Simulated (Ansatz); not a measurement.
# Cs on Ta(110): change of the work function

How does one ordered layer of Cs (longbridge site) change the work function of Ta(110), and what dipole does each adsorbate carry?

Program: Ansatz 0.2.0. Level of theory: plane-wave DFT, PBE, Ansatz PAW. Values are calculated unless marked as measured.

This is a report of a sequence of runs, with the program logs left out and the cost of each run kept.

### Step 1. The system as given

The cell holds 4 atoms: 4 Ta. Cell: a = 2.867 Å, b = 2.867 Å, c = 25.022 Å, α = 90.0°, β = 90.0°, γ = 70.5°. Vacuum lies along c.

As a file:

```cif
data_structure
_symmetry_space_group_name_H-M 'P 1'
_symmetry_Int_Tables_number 1
_cell_length_a 2.8665
_cell_length_b 2.8665
_cell_length_c 25.0216
_cell_angle_alpha 90.000
_cell_angle_beta 90.000
_cell_angle_gamma 70.529
_cell_volume 193.85
loop_
_atom_site_label
_atom_site_type_symbol
_atom_site_fract_x
_atom_site_fract_y
_atom_site_fract_z
_atom_site_occupancy
Ta1 Ta 0.00000 0.00000 0.35969 1
Ta2 Ta 0.50000 0.50000 0.45323 1
Ta3 Ta 0.00000 0.00000 0.54677 1
Ta4 Ta 0.50000 0.50000 0.64031 1
```

### Step 2. The clean slab

The bare slab comes first, as the zero from which every change is counted. The two lowest layers are held at bulk places and the upper ones relax. The dipole correction removes the false field that a one-sided slab makes across the periodic vacuum, so each face gets a flat vacuum level of its own.

Input file input.yaml:

```yaml
crystal:
  lattice:
    - [2.3405234457, -1.655, 0.0]
    - [2.3405234457, 1.655, 0.0]
    - [0.0, 0.0, 25.0215703372]
  atoms:
    - { symbol: Ta, position: [0.0, 0.0, 0.3596896549] }
    - { symbol: Ta, position: [0.5, 0.5, 0.453229885] }
    - { symbol: Ta, position: [0.0, 0.0, 0.546770115] }
    - { symbol: Ta, position: [0.5, 0.5, 0.6403103451] }
kpoints:
  mp_grid: { grid: [11, 11, 1] }
hamiltonian:
  xc: pbe
scf:
  occupations: { method: fermi_dirac, width: 0.1 }
  convergence: { dr2_threshold: 1.0e-08 }
efield:
  axis: 3
  dipole_correction: true
  ramp_position: 0.97
  ramp_width: 0.06
relax:
  f_tol: 0.02
  max_steps: 60
  constraints: [{ sites: [0, 1] }]
output:
  write_potential: true
  write_density: true
  volumetric_format: npy
```

The run is started by

```console
$ ansatz run input.yaml --threads 4 --pin off --max-ram 6144MiB --backend cpu --events-out ev --progress --plain --runs-dir out
```

The job ended after 27 s (4 threads of Arm Neoverse N1, shared host; peak memory 0.55 GiB).

Relaxation path:

| step | energy less that of the first step (eV) | largest force component (eV/Å) |
| --- | --- | --- |
| 1 | 0.0000 | 0.4103 |
| 2 | 0.0235 | 0.8002 |
| 3 | -0.0193 | 0.0148 |

Relaxation step 2 was tried and not accepted.

The run keeps the 4 symmetry operations that the program found, so distortions that break them were not tested.

The atoms that moved most (Å):

| atom | dx | dy | dz | length |
| --- | --- | --- | --- | --- |
| Ta4 | 0.000 | 0.000 | -0.087 | 0.087 |

The relaxed structure:

```cif
data_structure
_symmetry_space_group_name_H-M 'P 1'
_symmetry_Int_Tables_number 1
_cell_length_a 2.8665
_cell_length_b 2.8665
_cell_length_c 25.0216
_cell_angle_alpha 90.000
_cell_angle_beta 90.000
_cell_angle_gamma 70.529
_cell_volume 193.85
loop_
_atom_site_label
_atom_site_type_symbol
_atom_site_fract_x
_atom_site_fract_y
_atom_site_fract_z
_atom_site_occupancy
Ta1 Ta 0.00000 0.00000 0.35969 1
Ta2 Ta 0.50000 0.50000 0.45323 1
Ta3 Ta 0.00000 0.00000 0.54696 1
Ta4 Ta 0.50000 0.50000 0.63685 1
```

Read from the output:

```yaml
energy_at_zero_smearing: -39726.7063 eV
work_function_upper_face: 4.763 eV
work_function_lower_face: 4.819 eV
dipole_along_the_normal: 0.002365 e·Å
step_between_the_vacuum_levels: -0.05524 eV
```

Running mean over 2.341 Å of the planar mean; the ramp of the sawtooth is left out. Table of electron's electrostatic potential energy less the Fermi level by z:

z (Å), electron's electrostatic potential energy less the Fermi level (eV) and a bar from the least value:
```
      3.5        4.8 ##############################
      4.0        4.8 ##############################
      4.5        4.8 ##############################
      5.0        4.8 ##############################
      5.5        4.8 ##############################
      6.0        4.6 ##############################
      6.5        4.2 #############################
      7.0        3.0 ##########################
      7.5       -0.2 ####################
      8.0       -5.2 ###########
      8.5       -8.9 ####
      9.0      -10.1 #
      9.5      -10.1 #
     10.0      -10.0 ##
     10.5      -10.0 ##
     11.0      -10.0 ##
     11.5      -10.0 ##
     12.0      -10.0 ##
     12.5       -9.9 ##
     13.0       -9.9 ##
     13.5      -10.0 ##
     14.0      -10.3 #
     14.5      -10.7 
     15.0      -10.9 
     15.5      -10.6 #
     16.0      -10.1 #
     16.5       -8.6 ####
     17.0       -4.6 ############
     17.5        0.3 #####################
     18.0        3.2 ###########################
     18.5        4.2 #############################
     19.0        4.6 ##############################
     19.5        4.7 ##############################
     20.0        4.7 ##############################
     20.5        4.8 ##############################
     21.0        4.8 ##############################
     21.5        4.8 ##############################
```

The relaxation took 3 steps and lowered the energy by 0.019 eV; the largest force on the free atoms ends at 0.015 eV/Å.

The work function of the upper face is 4.76 eV.

### Step 3. Adsorbate added

System of this step: Cs/Ta(110). The cell holds 17 atoms: 16 Ta and 1 Cs. Its edges and angles: a = 5.733 Å, b = 5.733 Å, c = 28.955 Å, α = 90.0°, β = 90.0°, γ = 70.5°. Vacuum lies along c.

The clean slab as it ended is repeated in the plane and the adsorbate is set on one face; the cell's size fixes the coverage, and the k-mesh shrinks with it to keep the sampling density about even. Adsorbate and upper layers relax, since the dipole depends on the height.

Input file input.yaml:

```yaml
crystal:
  lattice:
    - [4.6810468914, -3.31, 0.0]
    - [4.6810468914, 3.31, 0.0]
    - [0.0, 0.0, 28.9545483541]
  atoms:
    - { symbol: Ta, position: [0.0, 0.0, 0.310831994] }
    - { symbol: Ta, position: [0.25, 0.25, 0.3916663907] }
    - { symbol: Ta, position: [0.0, 0.0, 0.4726674536] }
    - { symbol: Ta, position: [0.25, 0.25, 0.5503426716] }
    - { symbol: Ta, position: [0.0, 0.5, 0.310831994] }
    - { symbol: Ta, position: [0.25, 0.75, 0.3916663907] }
    - { symbol: Ta, position: [0.0, 0.5, 0.4726674536] }
    - { symbol: Ta, position: [0.25, 0.75, 0.5503426716] }
    - { symbol: Ta, position: [0.5, 0.0, 0.310831994] }
    - { symbol: Ta, position: [0.75, 0.25, 0.3916663907] }
    - { symbol: Ta, position: [0.5, 0.0, 0.4726674536] }
    - { symbol: Ta, position: [0.75, 0.25, 0.5503426716] }
    - { symbol: Ta, position: [0.5, 0.5, 0.310831994] }
    - { symbol: Ta, position: [0.75, 0.75, 0.3916663907] }
    - { symbol: Ta, position: [0.5, 0.5, 0.4726674536] }
    - { symbol: Ta, position: [0.75, 0.75, 0.5503426716] }
    - { symbol: Cs, position: [0.0, 0.0, 0.689168006] }
kpoints:
  mp_grid: { grid: [6, 6, 1] }
hamiltonian:
  xc: pbe
scf:
  occupations: { method: fermi_dirac, width: 0.1 }
  convergence: { dr2_threshold: 1.0e-08 }
efield:
  axis: 3
  dipole_correction: true
  ramp_position: 0.97
  ramp_width: 0.06
relax:
  f_tol: 0.02
  max_steps: 60
  constraints: [{ sites: [0, 1, 4, 5, 8, 9, 12, 13] }]
output:
  bader: true
  dos: { projected: true, e_range: [-8, 4] }
  write_potential: true
  write_density: true
  volumetric_format: npy
  elf: true
```

The job ended after 10 min (4 threads; peak memory 3.3 GiB; 41 min of CPU time).

The steps of the relaxation:

| step | energy less that of the first step (eV) | largest force component (eV/Å) |
| --- | --- | --- |
| 1 | 0.0000 | 0.4890 |
| 2 | -0.0303 | 0.4696 |
| 3 | -0.1183 | 0.3393 |
| 4 | -0.1681 | 0.1461 |
| 5 | -0.1760 | 0.0666 |
| 6 | -0.1778 | 0.0089 |

The run keeps the 4 symmetry operations that the program found, so distortions that break them were not tested.

The atoms that moved most (Å):

| atom | dx | dy | dz | length |
| --- | --- | --- | --- | --- |
| Cs17 | 0.000 | 0.000 | -0.522 | 0.522 |
| Ta4 | -0.002 | 0.000 | 0.037 | 0.037 |
| Ta16 | 0.002 | 0.000 | 0.037 | 0.037 |
| Ta12 | 0.000 | -0.004 | 0.010 | 0.011 |
| Ta8 | 0.000 | 0.004 | 0.010 | 0.011 |
| Ta15 | 0.000 | 0.000 | -0.009 | 0.009 |
| Ta3 | 0.000 | 0.000 | -0.008 | 0.008 |

This step gave:

```yaml
energy_at_zero_smearing: -164578.6749 eV
work_function_upper_face: 1.485 eV
work_function_lower_face: 4.780 eV
dipole_along_the_normal: 0.5642 e·Å
step_between_the_vacuum_levels: -3.295 eV
```

Running mean over 2.341 Å of the planar mean; the ramp of the sawtooth is left out. Table of electron's electrostatic potential energy less the Fermi level by z:

z (Å), electron's electrostatic potential energy less the Fermi level (eV) and a bar from the least value:
```
        4        4.8 ##############################
        5        4.8 ##############################
        6        4.6 ##############################
        7        2.9 ##########################
        8       -5.2 ###########
        9      -10.1 #
       10      -10.0 #
       11      -10.0 #
       12      -10.0 #
       13      -10.0 #
       14      -10.2 #
       15      -10.6 
       16      -10.1 #
       17       -5.1 ###########
       18        0.8 ######################
       19       -0.6 ###################
       20       -1.2 ##################
       21        0.2 #####################
       22        1.2 #######################
       23        1.4 #######################
       24        1.5 ########################
       25        1.5 ########################
```

The density of states has structure finer than the step of the table below, so its rows give means over 0.5 eV. Peaks (eV: height): -1.53: 43.9, -1.20: 52.1, -1.14: 33.9, -1.05: 33.4, -0.93: 29.1, -0.75: 31.8, -0.27: 30.8.

Table of density of states by energy, zero at the Fermi level; means over each step:

| energy (eV) | density of states (states/eV a cell) |
| --- | --- |
| -7.5 | 0.313 |
| -7.0 | 0.870 |
| -6.5 | 1.02 |
| -6.0 | 2.19 |
| -5.5 | 2.26 |
| -5.0 | 3.30 |
| -4.5 | 4.73 |
| -4.0 | 9.76 |
| -3.5 | 11.0 |
| -3.0 | 17.3 |
| -2.5 | 11.6 |
| -2.0 | 7.21 |
| -1.5 | 25.3 |
| -1.0 | 29.4 |
| -0.5 | 25.6 |
| 0.0 | 23.3 |
| 0.5 | 13.6 |
| 1.0 | 14.0 |
| 1.5 | 13.6 |

Projected DOS per atom over height of the atomic layer and energy from the Fermi level. Layers: Ta4 Ta4 Ta4 Ta4 Cs from below.

Ten even steps from '_' (0.00 states/eV) to '@' (2.08 states/eV), each cell a mean:
```
==::..==..
--::::==..
--::::====
++----==::
%%****##..
@@**++##..
%%##**@@--
**%%%%##__
......::__
----::--__
==++++==__
--======__
::----::__
..::::..__
........__
__________
__________
__________
__________
__________
__________
__________
```
Columns: height of the atomic layer (Å) from 9 to 19.4 (not evenly spaced); rows upwards: energy from the Fermi level (eV) from -7.96 to 1.84.

ELF in the ca plane at fractional y = 0.000, with atoms of Ta and Cs within 0.2 Å of it. It is the smooth field of the valence electrons, not physical close to the nuclei.

Ten even steps from '0' (0.00) to '9' (0.88), each cell a mean:
```
63554454257466245445651389415997310000000000
33553345336763244334551279989986200000000000
34543345432322454334552137999863100000000000
45543345643334554334553113576531000000000000
34543345432322454334554200112100000000000000
33553345336763244334565420000000000000000000
63554454257466245444566531000000000000000000
73564454266156345445666542000000000000000000
52554344247775245434566521000000000000000000
23543345324542354334555310000000000000000000
45543345543223554334554101344310000000000000
45543345543223554334552125898752000000000000
23543345324542354334552159999985200000000000
52554344247775245434551289757996310000000000
73464454266156345445651398203997310000000000
```
Columns run along c (16.0 Å, from fractional 0.34 to 0.89 of the cell), rows up along a (5.7 Å). Atoms in or near the plane, at fractional coordinates: Ta at (0.47, 0.00), Ta at (0.47, 0.50), Cs at (0.67, 0.00).

Electrostatic potential energy in the ca plane at fractional y = 0.000, with atoms of Ta and Cs within 0.2 Å of it. With pseudopotentials it is smooth inside the atoms' cores, unlike the true potential.

Ten even steps from '0' (-38 eV) to '9' (8 eV), each cell a mean:
```
16899999730002799999999863343368999999999999
58999899862125899999999974333578999999999999
89998899987678999889999987656789999999999999
99998889998889999889999999888899999999999999
89998899987668999889999999999999999999999999
58999899862125899999999999999999999999999999
16899999730002799999999999999999999999999999
16899999720002699999999999999999999999999999
37999999740003799999999999999999999999999999
68998899875347899889999999999999999999999999
89998889998788999889999999999999999999999999
89998889998788999889999998777899999999999999
68998899875347899889999986434689999999999999
37999999740003799999999863333478999999999999
16899999720002699999999853443368999999999999
```
Columns run along c (16.0 Å, from fractional 0.34 to 0.89 of the cell; values clipped at the 3rd and 97th percentile), rows up along a (5.7 Å). Atoms in or near the plane, at fractional coordinates: Ta at (0.47, 0.00), Ta at (0.47, 0.50), Cs at (0.67, 0.00).

Valence density in the ca plane at fractional y = 0.000, with atoms of Ta and Cs within 0.2 Å of it. It is the smooth field of the valence electrons, not physical close to the nuclei.

Ten steps, logarithmic in the rise over the least value, from '0' (0.0 e/Å³) to '9' (4.3 e/Å³), each cell a mean:
```
85444444589998544433322356656653100000000000
64444444468986444443322246776642000000000000
44444444445554444443322234555421000000000000
44444444444444444443321112333210000000000000
44444444445654444443321111111000000000000000
64444444468986444443321100000000000000000000
85444444579998544433221100000000000000000000
86443344589998544333221100000000000000000000
75444444479997544433221100000000000000000000
54444444456775444443321100000000000000000000
44444444444444444443321111222100000000000000
44444444444444444443321123444321000000000000
54444444456765444443322235666531000000000000
75444444479997544433322356667652100000000000
86443344589998544333322357526653100000000000
```
Columns run along c (16.0 Å, from fractional 0.34 to 0.89 of the cell), rows up along a (5.7 Å). Atoms in or near the plane, at fractional coordinates: Ta at (0.47, 0.00), Ta at (0.47, 0.50), Cs at (0.67, 0.00).

The relaxation took 6 steps and lowered the energy by 0.18 eV; the largest force on the free atoms ends at 0.0089 eV/Å.

By hand: a sheet of dipoles makes a step −p/(ε₀A) in the electron's potential. With e/ε₀ = 180.95 V·Å, p = 0.5642 e·Å and A = 30.99 Å², that is −180.95 × (0.5642) / 30.99 = -3.295 eV, and the two vacuum levels of the run differ by -3.295 eV.

The covered face has 1.49 eV, -3.28 eV against the clean one; the bare back face has moved by -0.04 eV, a measure of how thin the slab is.

### Step 4. Work function against coverage

This step: plane-wave DFT, PBE, Ansatz PAW; work function against coverage (Ansatz 0.2.0).

The runs are now put side by side.

Numbers from this step:

```yaml
work_function_of_the_clean_face: 4.763 eV
largest_change_of_the_work_function: -3.278 eV
```

Table of work function of the covered face by coverage:

| coverage (adsorbates/nm²) | work function of the covered face (eV) |
| --- | --- |
| 0.00 | 4.76 |
| 3.23 | 1.49 |

The dipole per adsorbate comes from the change of the cell's dipole. Coverage, by row:

| coverage (1/nm²) | coverage (ML) | work function (eV) | change (eV) | dipole per adsorbate, positive end outwards (debye) | mean height of the added atoms over the highest substrate atom (Å) |
| --- | --- | --- | --- | --- | --- |
| 3.227 | 0.25 | 1.485 | -3.278 | 2.665 | 3.461 |

### Step 5. The covered slab, atoms frozen

This step: plane-wave DFT, PBE, Ansatz PAW (Ansatz 0.2.0).

To see where the charge goes, the covered slab, the bare substrate and the adsorbate layer are each run at the same frozen positions and on the same grid.

Input file input.yaml:

```yaml
crystal:
  lattice:
    - [4.6810468914, -3.31, 0.0]
    - [4.6810468914, 3.31, 0.0]
    - [0.0, 0.0, 28.9545483541]
  atoms:
    - { symbol: Ta, position: [0.0, 0.0, 0.310831994] }
    - { symbol: Ta, position: [0.25, 0.25, 0.3916663907] }
    - { symbol: Ta, position: [0.0, 0.0, 0.4723955467] }
    - { symbol: Ta, position: [0.2498283142, 0.2498283142, 0.551606565] }
    - { symbol: Ta, position: [0.0, 0.5, 0.310831994] }
    - { symbol: Ta, position: [0.25, 0.75, 0.3916663907] }
    - { symbol: Ta, position: [0.0, 0.5, 0.4726769475] }
    - { symbol: Ta, position: [0.2493866095, 0.7506133905, 0.5506951236] }
    - { symbol: Ta, position: [0.5, 0.0, 0.310831994] }
    - { symbol: Ta, position: [0.75, 0.25, 0.3916663907] }
    - { symbol: Ta, position: [0.5, 0.0, 0.4726769475] }
    - { symbol: Ta, position: [0.7506133905, 0.2493866095, 0.5506951236] }
    - { symbol: Ta, position: [0.5, 0.5, 0.310831994] }
    - { symbol: Ta, position: [0.75, 0.75, 0.3916663907] }
    - { symbol: Ta, position: [0.5, 0.5, 0.4723671341] }
    - { symbol: Ta, position: [0.7501716858, 0.7501716858, 0.551606565] }
    - { symbol: Cs, position: [0.0, 0.0, 0.6711366966] }
kpoints:
  mp_grid: { grid: [6, 6, 1] }
hamiltonian:
  xc: pbe
scf:
  occupations: { method: fermi_dirac, width: 0.1 }
  convergence: { dr2_threshold: 1.0e-08 }
efield:
  axis: 3
  dipole_correction: true
  ramp_position: 0.97
  ramp_width: 0.06
output:
  write_potential: true
  write_density: true
  volumetric_format: npy
```

Wall time 2.2 min (4 threads); peak memory 3.2 GiB.

Numbers from this step:

* energy at zero smearing: -164578.6752 eV
* work function, upper face: 1.493 eV
* work function, lower face: 4.781 eV
* dipole along the normal: 0.5630 e·Å
* step between the vacuum levels: -3.287 eV

The work function of the upper face is 1.49 eV.

### Step 6. The substrate alone

System of this step: Cs/Ta(110), substrate alone, atoms held. The cell holds 16 atoms: 16 Ta. Its edges and angles: a = 5.733 Å, b = 5.733 Å, c = 28.955 Å, α = 90.0°, β = 90.0°, γ = 70.5°. Vacuum lies along c.

The second part, atoms unmoved.

input.yaml, as its differences from that of step 5:

```diff
@@ -22,3 +22,2 @@
     - { symbol: Ta, position: [0.7501716858, 0.7501716858, 0.551606565] }
-    - { symbol: Cs, position: [0.0, 0.0, 0.6711366966] }
 kpoints:
```

It took 1.8 min on 4 threads; peak memory 3 GiB; 7.1 min of CPU time.

Numbers from this step:

- energy at zero smearing: -158906.7427 eV
- work function, upper face: 4.781 eV
- work function, lower face: 4.815 eV
- dipole along the normal: 0.005776 e·Å
- step between the vacuum levels: -0.03373 eV

The work function of the upper face is 4.78 eV.

### Step 7. The adsorbate layer alone

System of this step: Cs/Ta(110), adsorbate layer alone, atoms held. The cell holds 1 atom: 1 Cs. Cell: a = 5.733 Å, b = 5.733 Å, c = 28.955 Å, α = 90.0°, β = 90.0°, γ = 70.5°. Vacuum lies along c.

The third part; a free layer of atoms may carry a moment, so spin is on.

input.yaml, the sections that differ from step 6:

```yaml
crystal:
  lattice:
    - [4.6810468914, -3.31, 0.0]
    - [4.6810468914, 3.31, 0.0]
    - [0.0, 0.0, 28.9545483541]
  atoms:
    - { symbol: Cs, position: [0.0, 0.0, 0.6711366966], spin: 1.0 }
magnetization:
  spin_polarized: true
# kpoints, hamiltonian, scf, efield, output: as in step 6
```

Elapsed: 21 s, on 4 threads; peak memory 1 GiB; 82 s of CPU time.

Numbers from this step:

| Property | Result |
| --- | --- |
| energy at zero smearing | -5670.5185 eV |
| work function, upper face | 2.173 eV |
| dipole along the normal | 2.90e-5 e·Å |

At this spacing and smearing the free layer keeps no moment.

(Part 1 of 2 ends here.)

[Long decimals in the printed logs are rounded to 6 places.]

[Logs are printed without paths, hosts, clocks, repeated set-up lines and the standing remarks that a program may print on its own settings, such as how far it seeks lower states.]

[Hosts, paths, dates, database ids (printed as entryN), source tags and the programs' standing remarks are cut or masked in the printed files.]

[Maps of the electrostatic potential energy from Ansatz leave out the sawtooth potential of an applied field or a dipole correction, so their vacuum need not be flat; planar profiles and work functions include it.]

[The density of states shown here was stored with 400 of the rows of the run's finer table, so its peaks can read low, often by over a quarter, or be missed, and its means over a window can be off by a tenth or more.]
